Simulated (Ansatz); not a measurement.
# SiTe2 (model cell, started as fluorite): the cell at rest

Task: relax SiTe2 (model cell, started as fluorite) tightly.

Calculated with Ansatz 0.2.0; DFT PBEsol, scalar-relativistic, plane waves, PAW.

Most raw output is cut from this account.

The structure was built from a prototype and need not be the compound's stable phase.

**1. The starting structure**

The structure is cubic, space group Fm-3m (No. 225). Conventional cell: a = 6.208 Å, b = 6.208 Å, c = 6.208 Å, α = 90.00°, β = 90.00°, γ = 90.00°. Si has 8 Te at 2.69 Å nearest. Nearest to Te lie 4 Si at 2.69 Å and 6 Te at 3.10 Å. Farther neighbours and most contacts between anions are not listed.

**2. A coarse first look**

First a cheap look: the gap decides the mesh and the occupations, the pressure tells how far the cell has to move.

input.yaml

```yaml
crystal:
  lattice:
    - [0.0, 3.10418, 3.10418]
    - [3.10418, 0.0, 3.10418]
    - [3.10418, 3.10418, 0.0]
  atoms:
    - { symbol: Si, position: [0.0, 0.0, 0.0] }
    - { symbol: Te, position: [0.25, 0.25, 0.25] }
    - { symbol: Te, position: [0.75, 0.75, 0.75] }
kpoints:
  mp_grid: { grid: [6, 6, 6] }
hamiltonian:
  xc: pbesol
scf:
  occupations: { method: gaussian, width: 0.1 }
output:
  forces: true
  stress: true
  eigenvalues: true
```

On the command line:

```
ansatz run input.yaml --threads 4 --pin off --max-ram 7168MiB --backend cpu --events-out ev --progress --plain --runs-dir out
```

Wall time 1.1 s (4 threads of Arm Neoverse V2, shared host); peak memory 0.32 GiB.

This step gave:

- pressure: 30.02 GPa
- volume per atom: 19.94 Å³
- gap on the k-mesh: 0 eV

The coarse mesh shows no gap and a pressure of 30.0 GPa.

**3. Coarse relaxation**

A rough relaxation comes first, because large forces or stress need no tight tolerances yet.

input.yaml: that of step 2 with these lines changed.

```diff
@@ -19 +19,6 @@
   eigenvalues: true
+relax:
+  adjacent_minimum: "off"
+  f_tol: 0.05
+  max_steps: 80
+  cell: { stress_tol: 0.5 }
```

The job ended after 2.5 s (4 threads; peak memory 0.37 GiB; 8.2 s of CPU time).

The steps of the relaxation:

| step | energy less that of the first step (eV) | largest force component (eV/Å) | pressure (GPa) | volume (Å³) |
| --- | --- | --- | --- | --- |
| 1 | 0.0000 | 0.0000 | 30.02 | 59.82 |
| 2 | -1.1067 | 0.0000 | 10.86 | 69.01 |
| 3 | -1.3803 | 0.0000 | 3.18 | 75.56 |
| 4 | -1.4153 | 0.0000 | 0.60 | 78.66 |
| 5 | -1.4166 | 0.0000 | 0.00 | 79.48 |
| 6* | -1.4254 | 0.0000 | 0.16 | 79.48 |

Relaxation steps marked * repeat the geometry before them on a plane-wave basis chosen anew for their cell, so energy and pressure can jump there.

The run keeps the 48 symmetry operations that it works with, so distortions that break them were not tested.

| conventional cell, symmetrised | before | after | change |
| --- | --- | --- | --- |
| a (Å) | 6.208 | 6.825 | +9.9 % |
| b (Å) | 6.208 | 6.825 | +9.9 % |
| c (Å) | 6.208 | 6.825 | +9.9 % |
| volume (Å³/atom) | 19.94 | 26.49 | +32.9 % |

Final coordinates:

```xyz
3
Lattice="0.0000 3.4125 3.4125 3.4125 0.0000 3.4125 3.4125 3.4125 0.0000" Properties=species:S:1:pos:R:3 pbc="T T T"
Si    0.0000    0.0000    0.0000
Te    1.7062    1.7062    1.7062
Te    5.1187    5.1187    5.1187
```

This step gave:

```yaml
pressure: 0.1610 GPa
volume_per_atom: 26.49 Å³
```

In this step the volume went from 19.94 to 26.49 Å³/atom.

**4. Relaxation**

The cell and atoms are relaxed, since residual forces and stress would shift the frequencies.

input.yaml

```yaml
crystal:
  lattice:
    - [0.0, 3.4124932905, 3.4124932905]
    - [3.4124932905, 0.0, 3.4124932905]
    - [3.4124932905, 3.4124932905, 0.0]
  atoms:
    - { symbol: Si, position: [0.0, 0.0, 0.0] }
    - { symbol: Te, position: [0.25, 0.25, 0.25] }
    - { symbol: Te, position: [0.75, 0.75, 0.75] }
kpoints:
  mp_grid: { grid: [10, 10, 10] }
hamiltonian:
  xc: pbesol
scf:
  occupations: { method: gaussian, width: 0.1 }
output:
  forces: true
  stress: true
  eigenvalues: true
  write_density: true
  write_potential: true
  elf: true
  volumetric_format: npy
relax:
  adjacent_minimum: "off"
  f_tol: 0.005
  max_steps: 80
  cell: { stress_tol: 0.05 }
```

The job ended after 3.9 s (4 threads; peak memory 0.43 GiB).

Little changed from the start: no atom moved by 0.005 Å and no cell edge by 0.1 %.

This step gave:

| Property | Result |
| --- | --- |
| pressure | -0.03977 GPa |
| volume per atom | 26.56 Å³ |

Valence density in the ac plane of a cell with a along [110], b along [-110] and c along [001] of the cube at fractional y = 0.000, with atoms of Si and Te within 0.2 Å of it. It is the smooth field of the valence electrons, not physical close to the nuclei.

Values in e/Å³, 10 rows by 16 columns, each cell a mean:
```
 0  0  0  0  0  0  0  0  0  0  0  0  0  0  0  0
 0  0  0  3  4  1  0  0  0  0  0  3  4  1  0  0
 0  0  1  8 11  2  0  0  0  0  1  8 11  2  0  0
 0  0  0  2  2  0  0  0  0  0  0  2  2  0  0  0
 0  0  0  0  0  0  0  0  0  0  0  0  0  0  0  0
 0  0  0  0  0  0  0  0  0  0  0  0  0  0  0  0
 0  0  0  3  4  1  0  0  0  0  0  3  4  1  0  0
 0  0  1  8 11  2  0  0  0  0  1  8 11  2  0  0
 0  0  0  2  2  1  0  0  0  0  0  2  2  1  0  0
 0  0  0  0  0  0  0  0  0  0  0  0  0  0  0  0
```
Columns run along a (9.7 Å), rows up along c (6.8 Å), edges of the conventional cell, whose origin can differ from the input's. Atoms in or near the plane, at fractional coordinates: Si at (0.00, 0.00), Si at (0.50, 0.00), Te at (0.25, 0.25), Te at (0.75, 0.25), Te at (0.25, 0.75), Te at (0.75, 0.75).

Electrostatic potential energy in the ac plane of a cell with a along [110], b along [-110] and c along [001] of the cube at fractional y = 0.000, with atoms of Si and Te within 0.2 Å of it. With pseudopotentials it is smooth inside the atoms' cores, unlike the true potential.

Ten even steps from '_' (-39 eV) to '@' (46 eV), each cell a mean:
```
____--++++++++++++++++--______::==++++++++++++++==..__
..::==++++++====++++++==::....==++++++======++++++--..
==++++++==--====--==++++++====++++++----==--==++++++==
++++++++--++%%%%++--++++++++++++++==--##@@##--==++++++
****++++--##@@@@##--++++******++++====@@@@@@====++****
****++++--++@@%%++--++++********++==--##@@##--==++****
******++==--====--==++**********++++----==----++++****
******++++========++++************++++======++++******
********++++++++++++****************++++++++++********
**********++++++++******************++++++++**********
********++++++++++++**************++++++++++++++******
******++++==----==++++************++==------==++******
******++==--****--==++**********++==--++**++--++++****
****++++--**@@@@**--++++********++====%%@@%%====++****
++++++++--**@@@@**--++++++++++++++====@@@@%%====++++++
++++++++====****====++++++++++++++==--++##++--==++++++
--==++++++==----==++++++==----==++++==------==++++==--
__..==++++++++++++++++==..____--++++++++++++++++++::__
____--++++++++++++++++--______..==++++++++++++++==..__
```
Columns run along a (9.7 Å; values clipped at the 3rd and 97th percentile), rows up along c (6.8 Å), edges of the conventional cell, whose origin can differ from the input's. Atoms in or near the plane, at fractional coordinates: Si at (0.00, 0.00), Si at (0.50, 0.00), Te at (0.25, 0.25), Te at (0.75, 0.25), Te at (0.25, 0.75), Te at (0.75, 0.75).

ELF in the ac plane of a cell with a along [110], b along [-110] and c along [001] of the cube at fractional y = 0.000, with atoms of Si and Te within 0.2 Å of it. It is the smooth field of the valence electrons, not physical close to the nuclei.

Values, 10 rows by 16 columns, each cell a mean:
```
0.65 0.70 0.46 0.45 0.45 0.44 0.65 0.68 0.65 0.70 0.46 0.45 0.45 0.44 0.65 0.68
0.52 0.49 0.55 0.36 0.30 0.52 0.52 0.51 0.52 0.49 0.55 0.36 0.30 0.52 0.52 0.51
0.11 0.34 0.51 0.15 0.09 0.44 0.44 0.14 0.11 0.34 0.51 0.15 0.09 0.44 0.44 0.14
0.05 0.25 0.53 0.44 0.41 0.54 0.36 0.07 0.05 0.25 0.53 0.44 0.41 0.54 0.36 0.07
0.02 0.08 0.25 0.37 0.38 0.29 0.12 0.03 0.02 0.08 0.25 0.37 0.38 0.29 0.12 0.03
0.03 0.11 0.33 0.44 0.44 0.38 0.17 0.04 0.03 0.11 0.33 0.44 0.44 0.38 0.17 0.04
0.05 0.28 0.54 0.36 0.30 0.51 0.40 0.08 0.05 0.28 0.54 0.36 0.30 0.51 0.40 0.08
0.17 0.36 0.51 0.15 0.08 0.44 0.44 0.18 0.17 0.36 0.51 0.15 0.08 0.44 0.44 0.18
0.62 0.57 0.55 0.44 0.40 0.54 0.54 0.61 0.62 0.57 0.55 0.44 0.40 0.54 0.54 0.61
0.66 0.70 0.43 0.37 0.38 0.38 0.66 0.66 0.66 0.70 0.43 0.37 0.38 0.38 0.66 0.66
```
Columns run along a (9.7 Å), rows up along c (6.8 Å), edges of the conventional cell, whose origin can differ from the input's. Atoms in or near the plane, at fractional coordinates: Si at (0.00, 0.00), Si at (0.50, 0.00), Te at (0.25, 0.25), Te at (0.75, 0.25), Te at (0.25, 0.75), Te at (0.75, 0.75).

In this step the volume went from 26.49 to 26.56 Å³/atom.

**5. Relaxing to small forces for the phonons**

Phonons need a cell at rest on their own settings, so the relaxation is repeated with tight tolerances on forces and stress, using the mesh and the filling of the phonon run that follows.

input.yaml

```yaml
crystal:
  lattice:
    - [0.0, 3.4154717027, 3.4154717027]
    - [3.4154717027, 0.0, 3.4154717027]
    - [3.4154717027, 3.4154717027, 0.0]
  atoms:
    - { symbol: Si, position: [0.0, 0.0, 0.0] }
    - { symbol: Te, position: [0.25, 0.25, 0.25] }
    - { symbol: Te, position: [0.75, 0.75, 0.75] }
kpoints:
  mp_grid: { grid: [12, 12, 12] }
hamiltonian:
  xc: pbesol
scf:
  occupations: { method: methfessel_paxton, width: 0.15 }
output:
  forces: true
  stress: true
  eigenvalues: true
relax:
  adjacent_minimum: "off"
  f_tol: 0.001
  max_steps: 60
  cell: { stress_tol: 0.01 }
```

Wall time 7.1 s (4 threads); peak memory 0.46 GiB.

Little changed from the start: no atom moved by 0.005 Å and no cell edge by 0.1 %.

This step gave:

- pressure: -2.32e-4 GPa
- volume per atom: 26.61 Å³

The forces vanish by symmetry and the pressure is 0.000 GPa, within the tolerances set. The cell now holds 26.61 Å³/atom.

**6. Summary of results**

```yaml
space_group_after_relaxation_within_0p01_a: Fm-3m
lattice_constant_a: 6.835 Å
lattice_constant_b: 6.835 Å
lattice_constant_c: 6.835 Å
volume_per_atom: 26.6 Å³
```

The forces vanish by symmetry and the pressure is 0.000 GPa, within the tolerances set. The cell now holds 26.61 Å³/atom. The relaxation keeps the symmetry of its start, so it says nothing on stability against lower symmetry. Spin-orbit coupling is left out, which can matter for the heavy elements here. The starting cell was built on a prototype and not taken from a measurement, so the phase need not exist.

[Logs are printed without paths, hosts, clocks, repeated set-up lines and the standing remarks that a program may print on its own settings, such as how far it seeks lower states.]

[Hosts, paths, dates, database ids (printed as entryN), source tags and the programs' standing remarks are cut or masked in the printed files.]
